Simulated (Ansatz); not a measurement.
**Changed inputs in constrained RPA: OsCl4 (Cmmm)**

Aim: hold the target of a cRPA run on OsCl4 (Cmmm) and move one thing at a time.

Method: constrained RPA on LDA, plane waves, PAW, in Ansatz 0.2.0.

## Step 1: Starting point

It takes space group Cmmm (No. 65, orthorhombic). The conventional cell has a = 7.929 Å, b = 8.326 Å, c = 3.560 Å, α = 90.00°, β = 90.00°, γ = 90.00°. Nearest to Os lie 6 Cl at 2.26 to 2.38 Å. Cl has 2 Os at 2.38 Å nearest. Nearest to Cl lie 1 Os at 2.26 Å. Farther neighbours and most contacts between anions are not listed.

The cell and positions come from the Crystallography Open Database and are kept as given unless a step says otherwise. Spin-orbit coupling is left out unless a step names it. The default PAW set here is soft_2. Its files were made with PBE.

## Step 2: Base: Os t2g + anion p, bands v14 to c1, 4×4×6 mesh, medium accuracy

Constrained RPA screens the interaction with every transition except those inside the target bands, which a later many-body model would treat itself.

The input, input.yaml:

```yaml
crystal:
  lattice:
    - [3.9645, -2.94368553, 2.94368553]
    - [3.9645, 2.94368553, -2.94368553]
    - [0.0, 2.51730014, 2.51730014]
  atoms:
    - { symbol: Os, position: [0.0, 0.0, 0.0] }
    - { symbol: Cl, position: [0.8106, 0.1894, 0.5] }
    - { symbol: Cl, position: [0.1894, 0.8106, 0.5] }
    - { symbol: Cl, position: [0.2852, 0.2852, 0.0] }
    - { symbol: Cl, position: [0.7148, 0.7148, 0.0] }
kpoints:
  mp_grid: { grid: [4, 4, 6] }
hamiltonian:
  xc: lda
scf:
  occupations: { method: gaussian, width: 0.08 }
  n_extra_bands: 19
  max_iter: 150
output:
  crpa:
    kmesh: [4, 4, 6]
    target_bands: [v14, c1]
    projections:
      - { species: Os, l: d, shell: 5, orbitals: [dxz, dyz, dxy] }
      - { species: Cl, l: p, shell: 3 }
  local_orbitals:
    kmesh: [8, 8, 12]
    orbitals:
      - { species: Os, l: d, shell: 5, orbitals: [dxz, dyz, dxy] }
      - { species: Cl, l: p, shell: 3 }
    window: { bands: [v14, c1] }
    seedname: lo
```

Run with:

```bash
$ ansatz run input.yaml --threads 4 --pin off --max-ram 9216MiB --backend cpu --events-out ev --progress --plain --runs-dir out
```

Numbers of over 12 decimals in the logs are rounded to 6 here.

What it wrote:

```text
scf.n_extra_bands = 19 over 22 filled bands (N_el = 44.0): the run solves 41 bands
Engine: ansatz 0.2.0, aarch64-unknown-linux-gnu
Pseudopotentials: kind: paw
Pseudopotential: Os, paw, valence charge 16, recommended cutoff 420 eV (normal), Os.paw.azcp
Pseudopotential: Cl, paw, valence charge 7, recommended cutoff 420 eV (normal), Cl.paw.azcp
Functional definition: SPW92
  exchange = slater_x
  correlation = pw_c
Crystal: 5 atoms, lattice volume = 117.510 Å³
Basis set: ecut = 420 eV, 2303 PW (Γ)
Bands: 41, of which v1, the nominal top of the filled ones, is band 22 counted from 1 (21 counted from 0)
Symmetry: 8 space group operations
Space group: Cmmm (ITA 65), of the structure as read, at distance tolerance 4.9e-5 Å
k-points: 28 of 96
Non-local potential: Os, projectors of the file, l = 0: 3, l = 1: 2, l = 2: 2, l = 3: 1
Non-local potential: Cl, projectors of the file, l = 0: 2, l = 1: 2, l = 2: 2
PAW form: soft (Blöchl's): semilocal exchange-correlation on the pseudo side does not see the compensation charge
PAW frozen core: Os, regenerated for the run's functional, and the local potential with it (the file was generated under x = pbe(κ = 0.804, μ = 0.219515), c = pbe(β = 0.066725))
PAW frozen core: Cl, regenerated for the run's functional, and the local potential with it (the file was generated under x = pbe(κ = 0.804, μ = 0.219515), c = pbe(β = 0.066725))
PAW one-centre angular grid: Os, 590 points (default); XC on 64 Gauss nodes
PAW one-centre angular grid: Cl, 110 points (default); XC on 64 Gauss nodes
Initial density: superposition of atomic densities (neutral atoms: chi_scale 0, normalization atom), corrected by the library's trained network
Initial wavefunctions: pseudopotential atomic-orbital guess
Functional: x = slater, c = lda
SCF iter   1: F=—  HF=-15296.415208 eV  |F-HF|=—  |Δ(HF+E_count)|=         —  Δρ=8.71e-3  dr2=1.20e-1  ethr=1.77e-3  ⟨swp⟩=5.5  Hψ=5120  notcnv=0  defer=211
preconditioner: auto → LDOS  [metal: Δε(μ)=0.005 eV  Ē_g=14.852 eV  σ=0.080 eV  W_gap=0.04  n_scr=22 (ndim 8)  ℏωp=20.6 eV  f_vac=0.053  D(μ)=7.69/eV (n_scr^D=74)  β→1.0]
SCF iter   2: F=—  HF=-15296.403280 eV  |F-HF|=—  |Δ(HF+E_count)|=   1.19e-2  Δρ=7.14e-3  dr2=5.69e-2  ethr=2.73e-4  ⟨swp⟩=1.0  Hψ=1373  notcnv=0  defer=280
SCF iter   3: F=—  HF=-15296.403961 eV  |F-HF|=—  |Δ(HF+E_count)|=   6.80e-4  Δρ=8.07e-3  dr2=5.95e-2  ethr=1.29e-4  ⟨swp⟩=2.2  Hψ=1433  notcnv=0  defer=280
SCF iter   4: F=—  HF=-15296.395937 eV  |F-HF|=—  |Δ(HF+E_count)|=   8.02e-3  Δρ=3.04e-3  dr2=1.98e-2  ethr=1.29e-4  ⟨swp⟩=1.0  Hψ=821  notcnv=0  defer=280
SCF iter   5: F=—  HF=-15296.393702 eV  |F-HF|=—  |Δ(HF+E_count)|=   2.24e-3  Δρ=1.40e-3  dr2=4.79e-3  ethr=4.50e-5  ⟨swp⟩=1.0  Hψ=821  notcnv=0  defer=280
[...]
E_band       = -447.137071
  E_kinetic    = 1202.181873
  E_local      = -3556.013575  (includes V_loc(G=0)·N_el)
  E_nonlocal   = 125.771033
  E_hartree    = 1375.779869
  E_xc         = -683.670304
  E_vxc        = -763.050304  (∫ρ·V_xc dr)
  E_paw        = -11247.741091  (= ΣΔE_a)
  E_vpaw       = -207.584099  (= ΣTr[D̂ρ^β])
  E_aug_tail   = 0.000327  (compensation charges beyond the density's cutoff)
  E_ewald      = -2513.802029
  E_core_change = 1.124701  (= ΣΔE_core)
  E_smearing   = -0.023748  (= −TS)
  E_closure    = 0.000000  (closes the sum)
  Σ components = -15296.392944   (vs F -15296.392944, Δ=0.00e0)
--- Band table (eV; the first three rows and the last of 28) ---
  k-point 0: bands = [... 18 lower, 3.4738, 3.5034, 3.6362, 4.8686, 5.1624, 7.3144, 7.9389, 9.8548, ... 15 higher]
  k-point 1: bands = [... 18 lower, 3.2842, 3.3539, 4.2141, 4.8335, 5.0701, 6.8330, 7.7602, 10.5616, ... 15 higher]
  k-point 2: bands = [... 18 lower, 2.8342, 3.0417, 4.4652, 4.8551, 5.1605, 6.9254, 7.3696, 11.3994, ... 15 higher]
  k-point 27: bands = [... 18 lower, 3.0075, 3.3004, 4.2022, 4.6377, 4.8131, 7.3067, 7.9915, 10.5741, ... 15 higher]
--- cRPA (band scheme, projected local orbitals): target bands 9..23 (1-based), 15 Wannier function(s), 4×4×6 mesh, 46 bands' worth read of 51 solved, ecut_chi 136.0 eV, v(q+G=0) probe_charge, pair densities all_electron ---
  χ-basis size per q: N_G = 414..443
  window electrons = 28.0000, filled by tetrahedron_uncorrected; constrained ε̄⁻¹(q = 0, 0) head = 0.262849; min gauge Gram eig = 0.4964
  Kanamori averages over each shell's own Wannier functions (sites counted from 0, functions from 1):
  Each shell's averages of U are screened by what lies outside the whole window alone: parameters of one model of all the shells.
    Site 0, 5D, 3 of 5 d orbitals (Wannier functions 1, 2, 3; wannier90's mr 2, 3, 5):
      screened: U = 4.0906 eV, U' = 3.2041 eV, J = 0.4136 eV
      screened, to within: U = 4.6e-3 eV, U' = 4.6e-3 eV, J = 5.8e-4 eV
      bare: V = 14.1057 eV, V' = 12.8988 eV, J = 0.5840 eV
    Site 1, 3P, 3 of 3 p orbitals (Wannier functions 4, 5, 6; wannier90's mr 1, 2, 3):
      screened: U = 4.7383 eV, U' = 3.6684 eV, J = 0.4400 eV
      screened, to within: U = 6.3e-3 eV, U' = 6.3e-3 eV, J = 6.3e-4 eV
      bare: V = 13.3824 eV, V' = 11.6906 eV, J = 0.6868 eV
    Site 2, 3P, 3 of 3 p orbitals (Wannier functions 7, 8, 9; wannier90's mr 1, 2, 3):
      screened: U = 4.7383 eV, U' = 3.6684 eV, J = 0.4400 eV
      screened, to within: U = 6.3e-3 eV, U' = 6.3e-3 eV, J = 6.3e-4 eV
      bare: V = 13.3824 eV, V' = 11.6906 eV, J = 0.6868 eV
    Site 3, 3P, 3 of 3 p orbitals (Wannier functions 10, 11, 12; wannier90's mr 1, 2, 3):
      screened: U = 5.4029 eV, U' = 4.3343 eV, J = 0.4910 eV
      screened, to within: U = 7.8e-3 eV, U' = 7.8e-3 eV, J = 7.4e-4 eV
      bare: V = 13.7250 eV, V' = 12.1188 eV, J = 0.7363 eV
    Site 4, 3P, 3 of 3 p orbitals (Wannier functions 13, 14, 15; wannier90's mr 1, 2, 3):
      screened: U = 5.4029 eV, U' = 4.3343 eV, J = 0.4910 eV
      screened, to within: U = 7.8e-3 eV, U' = 7.8e-3 eV, J = 7.4e-4 eV
      bare: V = 13.7250 eV, V' = 12.1188 eV, J = 0.7363 eV
  Hermiticity witness max|P − P†| over intra, direct and exchange elements: 8.88e-15 eV (screened), 2.98e-17 eV (bare)
  Reality witness max|Im| over intra, direct and exchange elements: 1.75e-12 eV (screened), 5.67e-12 eV (bare)
[key lines of the parts left out:]
SCF converged after 10 iterations
Free energy (F): -15296.392944 eV
Fermi energy:    4.929848 eV
```

The job ended after 22 min (4 threads of Arm Neoverse V2, shared host; peak memory 1 GiB).

In the SCF lines HF is the Harris–Foulkes energy and dr2 the Hartree energy of the density residual, in eV; the loop may stop once dr2 is under the threshold and the program's other checks hold. Hψ counts applications of the Hamiltonian.

This step gave:

```
U                                                 : 4.091 eV
U prime (inter-orbital)                           : 3.204 eV
J                                                 : 0.4136 eV
bare V                                            : 14.11 eV
bare J                                            : 0.5840 eV
stated bound on U                                 : 0.004565 eV
U over bare V                                     : 0.2900
electrons in the window                           : 28.00
head of the constrained inverse dielectric matrix : 0.2628
least eigenvalue of the projection's overlap      : 0.4964
target functions                                  : 15
bands in the sums                                 : 46
r.m.s. miss of the model bands                    : 1.24e-5 eV
width of the target bands                         : 7.359 eV
weight of the projected orbitals in the window    : 0.9671
```

On the Os t2g shell, screening brings the on-site interaction from 14.1 eV down to U = 4.09 eV.

## Step 3: Changed: 2×2×4 mesh

Edit input.yaml of step 2 so:

```diff
@@ -21,3 +21,3 @@
   crpa:
-    kmesh: [4, 4, 6]
+    kmesh: [2, 2, 4]
     target_bands: [v14, c1]
@@ -26,8 +26 @@
       - { species: Cl, l: p, shell: 3 }
-  local_orbitals:
-    kmesh: [8, 8, 12]
-    orbitals:
-      - { species: Os, l: d, shell: 5, orbitals: [dxz, dyz, dxy] }
-      - { species: Cl, l: p, shell: 3 }
-    window: { bands: [v14, c1] }
-    seedname: lo
```

What it wrote:

```text
[...]
Crystal: 5 atoms, lattice volume = 117.510 Å³
Basis set: ecut = 420 eV, 2303 PW (Γ)
Bands: 41, of which v1, the nominal top of the filled ones, is band 22 counted from 1 (21 counted from 0)
[... 1 set-up line as in the run before ...]
[...]
k-points: 28 of 96
[...]
SCF iter   1: F=—  HF=-15296.415208 eV  |F-HF|=—  |Δ(HF+E_count)|=         —  Δρ=8.71e-3  dr2=1.20e-1  ethr=1.77e-3  ⟨swp⟩=5.5  Hψ=5120  notcnv=0  defer=211
[...]
SCF iter  10: F=-15296.392944 eV  HF=-15296.392944 eV  |F-HF|=3.20e-8  |Δ(HF+E_count)|=   4.33e-8  Δρ=4.70e-6  dr2=3.88e-8  ethr=2.27e-10  ⟨swp⟩=9.7  Hψ=4935  notcnv=0
SCF 1 converged in 10 iterations: F = -15296.392944 eV  dr2 = 3.88e-8
[...]
NSCF: frozen V_eff on 9 k-points
[...]
cRPA screening: q 1/16
cRPA screening: q 2/16
cRPA screening: q 4/16 (q-point 3)
cRPA screening: q 5/16
cRPA screening: q 7/16 (q-point 6)
[...]
bare: V = 14.1505 eV, V' = 12.9425 eV, J = 0.5846 eV
    Site 1, 3P, 3 of 3 p orbitals (Wannier functions 4, 5, 6; wannier90's mr 1, 2, 3):
      screened: U = 4.7744 eV, U' = 3.7043 eV, J = 0.4400 eV
      screened, to within: U = 6.7e-3 eV, U' = 6.6e-3 eV, J = 6.5e-4 eV
      bare: V = 13.4238 eV, V' = 11.7324 eV, J = 0.6867 eV
    Site 2, 3P, 3 of 3 p orbitals (Wannier functions 7, 8, 9; wannier90's mr 1, 2, 3):
      screened: U = 4.7744 eV, U' = 3.7043 eV, J = 0.4400 eV
      screened, to within: U = 6.7e-3 eV, U' = 6.6e-3 eV, J = 6.5e-4 eV
      bare: V = 13.4238 eV, V' = 11.7324 eV, J = 0.6867 eV
    Site 3, 3P, 3 of 3 p orbitals (Wannier functions 10, 11, 12; wannier90's mr 1, 2, 3):
      screened: U = 5.4332 eV, U' = 4.3633 eV, J = 0.4921 eV
      screened, to within: U = 8.2e-3 eV, U' = 8.2e-3 eV, J = 7.6e-4 eV
      bare: V = 13.7812 eV, V' = 12.1747 eV, J = 0.7374 eV
    Site 4, 3P, 3 of 3 p orbitals (Wannier functions 13, 14, 15; wannier90's mr 1, 2, 3):
      screened: U = 5.4332 eV, U' = 4.3633 eV, J = 0.4921 eV
      screened, to within: U = 8.2e-3 eV, U' = 8.2e-3 eV, J = 7.6e-4 eV
      bare: V = 13.7812 eV, V' = 12.1747 eV, J = 0.7374 eV
[...]
[key lines of the parts left out:]
SCF converged after 10 iterations
Free energy (F): -15296.392944 eV
Fermi energy:    4.929848 eV
```

It took 79 s on 4 threads; peak memory 0.81 GiB.

This step gave:

```
U                                                 : 4.136 eV
U prime (inter-orbital)                           : 3.248 eV
J                                                 : 0.4139 eV
bare V                                            : 14.15 eV
bare J                                            : 0.5846 eV
stated bound on U                                 : 0.004979 eV
U over bare V                                     : 0.2923
electrons in the window                           : 28.00
head of the constrained inverse dielectric matrix : 0.2584
least eigenvalue of the projection's overlap      : 0.4964
target functions                                  : 15
bands in the sums                                 : 46
width of the target bands                         : 7.359 eV
weight of the projected orbitals in the window    : 0.9671
```

On the Os t2g shell, screening brings the on-site interaction from 14.2 eV down to U = 4.14 eV.

## Step 4: Changed: 2×2×2 mesh

Edit input.yaml of step 3 so:

```diff
@@ -21,3 +21,3 @@
   crpa:
-    kmesh: [2, 2, 4]
+    kmesh: [2, 2, 2]
     target_bands: [v14, c1]
```

What it wrote:

```text
[...]
Crystal: 5 atoms, lattice volume = 117.510 Å³
Basis set: ecut = 420 eV, 2303 PW (Γ)
Bands: 41, of which v1, the nominal top of the filled ones, is band 22 counted from 1 (21 counted from 0)
[... 1 set-up line as in the run before ...]
[...]
k-points: 28 of 96
[...]
screened: U = 5.6242 eV, U' = 4.5470 eV, J = 0.4956 eV
      screened, to within: U = 8.9e-3 eV, U' = 8.9e-3 eV, J = 8.1e-4 eV
      bare: V = 13.8598 eV, V' = 12.2460 eV, J = 0.7413 eV
    Site 4, 3P, 3 of 3 p orbitals (Wannier functions 13, 14, 15; wannier90's mr 1, 2, 3):
      screened: U = 5.6242 eV, U' = 4.5470 eV, J = 0.4956 eV
      screened, to within: U = 8.9e-3 eV, U' = 8.9e-3 eV, J = 8.1e-4 eV
      bare: V = 13.8598 eV, V' = 12.2460 eV, J = 0.7413 eV
[...]
[key lines of the parts left out:]
SCF converged after 10 iterations
Free energy (F): -15296.392944 eV
Fermi energy:    4.929848 eV
```

Wall time 33 s (4 threads); peak memory 0.77 GiB; 2.1 min of CPU time.

This step gave:

```
U                                                 : 4.394 eV
U prime (inter-orbital)                           : 3.515 eV
J                                                 : 0.4063 eV
bare V                                            : 14.08 eV
bare J                                            : 0.5748 eV
stated bound on U                                 : 0.005847 eV
U over bare V                                     : 0.3120
electrons in the window                           : 28
head of the constrained inverse dielectric matrix : 0.2921
least eigenvalue of the projection's overlap      : 0.4964
target functions                                  : 15
bands in the sums                                 : 46
width of the target bands                         : 7.359 eV
weight of the projected orbitals in the window    : 0.9671
```

On the Os t2g shell, screening brings the on-site interaction from 14.1 eV down to U = 4.39 eV.

## Step 5: Changed: one k-point

Edit input.yaml of step 4 so:

```diff
@@ -21,3 +21,3 @@
   crpa:
-    kmesh: [2, 2, 2]
+    kmesh: [1, 1, 1]
     target_bands: [v14, c1]
```

What it wrote:

```text
[...]
Crystal: 5 atoms, lattice volume = 117.510 Å³
Basis set: ecut = 420 eV, 2303 PW (Γ)
Bands: 41, of which v1, the nominal top of the filled ones, is band 22 counted from 1 (21 counted from 0)
[... 1 set-up line as in the run before ...]
[...]
k-points: 28 of 96
[...]
screened: U = 5.3915 eV, U' = 4.2300 eV, J = 0.5289 eV
      screened, to within: U = 1.2e-2 eV, U' = 1.2e-2 eV, J = 1.2e-3 eV
      bare: V = 14.8399 eV, V' = 13.1504 eV, J = 0.7787 eV
    Site 4, 3P, 3 of 3 p orbitals (Wannier functions 13, 14, 15; wannier90's mr 1, 2, 3):
      screened: U = 5.3915 eV, U' = 4.2300 eV, J = 0.5289 eV
      screened, to within: U = 1.2e-2 eV, U' = 1.2e-2 eV, J = 1.2e-3 eV
      bare: V = 14.8399 eV, V' = 13.1504 eV, J = 0.7787 eV
[...]
[key lines of the parts left out:]
SCF converged after 10 iterations
Free energy (F): -15296.392944 eV
Fermi energy:    4.929848 eV
```

The job ended after 4.2 s (4 threads; peak memory 0.7 GiB; 14 s of CPU time).

The run ended normally, though the input holds a fault or crude settings.

The fault put into this input: one k-point. It printed U = 4.19 eV, which is no property of the model meant.

## Step 6: Side by side

Times are wall times on 4 threads of Arm Neoverse V2, shared host, good to a factor of about two.

| run | bare V (eV) | U (eV) | J (eV) | bound on U (eV) | width (eV) | time |
| --- | --- | --- | --- | --- | --- | --- |
| target window | 14.11 | 4.091 | 0.414 | 0.0046 | 7.36 | 22 min |
| 2×2×4 mesh | 14.15 | 4.136 | 0.414 | 0.0050 | 7.36 | 79 s |
| 2×2×2 mesh | 14.08 | 4.394 | 0.406 | 0.0058 | 7.36 | 33 s |

## Step 7: What came out

- target window: U 4.09 eV, J 0.41 eV
- 2×2×4 mesh: U 4.14 eV, J 0.41 eV
- 2×2×2 mesh: U 4.39 eV, J 0.41 eV

**Reading.** 2×2×4 mesh moves U by +0.05 eV at 0.059 times the time. 2×2×2 mesh moves U by +0.30 eV at 0.025 times the time. The printed bound covers the solver alone, not the mesh, and no denser mesh than the base was run. The parent state is non-magnetic and the interaction static (zero frequency); U depends on the window and the orbitals, so it belongs to this model alone. Spin-orbit coupling, which is strong for atoms this heavy, is left out. A window that holds the anion p bands defines a model with explicit ligands; its U belongs to that model and is not the U of DFT+U.

[Paths, hosts, dates, memory and timing lines, banners, echoed tables and standing remarks are left out of the program output.]

[Logs are printed without paths, hosts, clocks, repeated set-up lines and the standing remarks that a program may print on its own settings, such as how far it seeks lower states.]

[Runs of the session that timed out or met a known fault of the program may be left out.]

[Hosts, paths, dates, database ids (printed as entryN), source tags and the programs' standing remarks are cut or masked in the printed files.]
